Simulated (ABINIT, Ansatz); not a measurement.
Records of electronic-structure calculations.

### CsCaF3 (Pm-3m): G0W0 with ABINIT, start to end

It takes space group Pm-3m (No. 221, cubic). Conventional cell: a = 4.521 Å, b = 4.521 Å, c = 4.521 Å, α = 90.00°, β = 90.00°, γ = 90.00°. Nearest to Cs lie 12 F at 3.20 Å. Ca has 6 F at 2.26 Å nearest. Nearest to F lie 2 Ca at 2.26 Å and 4 Cs at 3.20 Å. Farther neighbours, and contacts between anions beyond the nearest, are not listed.

```
Cs Ca F
1.0
     4.52053    0.00000    0.00000
     0.00000    4.52053    0.00000
     0.00000    0.00000    4.52053
Cs Ca F
1 1 3
Direct
  0.00000 0.00000 0.00000
  0.50000 0.50000 0.50000
  0.00000 0.50000 0.50000
  0.50000 0.00000 0.50000
  0.50000 0.50000 0.00000
```

```
method               : RPA screening on LDA, plane waves, norm-conserving pseudopotentials (and 2 further levels or steps)
program              : ABINIT 10.8.3
settings             : cutoff 36 Ha, PseudoDojo scalar-relativistic 0.4.1 standard, norm-conserving, ngkpt (2, 2, 2), nband 170, ecuteps 6.5 Ha, inclvkb 2, shiftk (0, 0, 0), symchi 1, awtr 1, frequency ppm, 2×2×2 k-mesh
cost                 : 5 runs, 3.6 min in all on 4 MPI ranks of Arm Neoverse V1, shared host
notes                : The cell and positions are those that the Materials Project relaxed with its own functionals (PBE, PBE+U or r2SCAN), kept fixed. Limits: no spin-orbit coupling. The 2×2×2 mesh is coarse for this cell, which bears on the long-range parts of exchange and screening.
LDA gap              : 6.84 eV, indirect (only 24 meV under the direct gap)
G0W0 gap on the mesh : 10.19 eV
GW settings          : 2×2×2 mesh, 170 bands, screening to 176.9 eV, Godby-Needs plasmon pole
known limits         : short of the basis limit; no spin-orbit coupling; coarse k mesh
```

G0W0 moves the gap on the mesh from 6.84 eV to 10.19 eV (+3.35 eV), with Z of 0.79 and 0.88 at the edges. Local fields lower the RPA ε∞ on this mesh from 2.67 to 2.39; a Γ-centred mesh this coarse tends to raise both, most where the direct gap is narrow, while a short band sum lowers them.

[Long decimals in the printed logs are rounded to 6 places.]

[Logs are printed without paths, hosts, clocks, repeated set-up lines and the standing remarks that a program may print on its own settings, such as how far it seeks lower states.]

[Paths, hosts, dates, memory and timing lines, banners, echoed tables and standing remarks are left out of the program output; an Ansatz launch command may be rebuilt from the run's recorded settings. Measured values are a selection of at most five: reports struck by readers or far from the other reports are left out. None is set beside runs whose start may be inverted or whose files or cutoffs have a known fault.]

[Runs of the session that timed out or met a known fault of the program may be left out.]

[Hosts, paths, dates, database ids (printed as entryN), source tags and the programs' standing remarks are cut or masked in the printed files.]

[G0W0 gaps are taken among the corrected bands and points alone; a level outside them can change the order at an edge.]

[Where Ansatz stands beside ABINIT at settings called matched, ABINIT's density can come from a denser mesh and the files from another edition; pairs whose starting gaps differed by over 0.03 eV were left out, so agreement reads better than it is.]
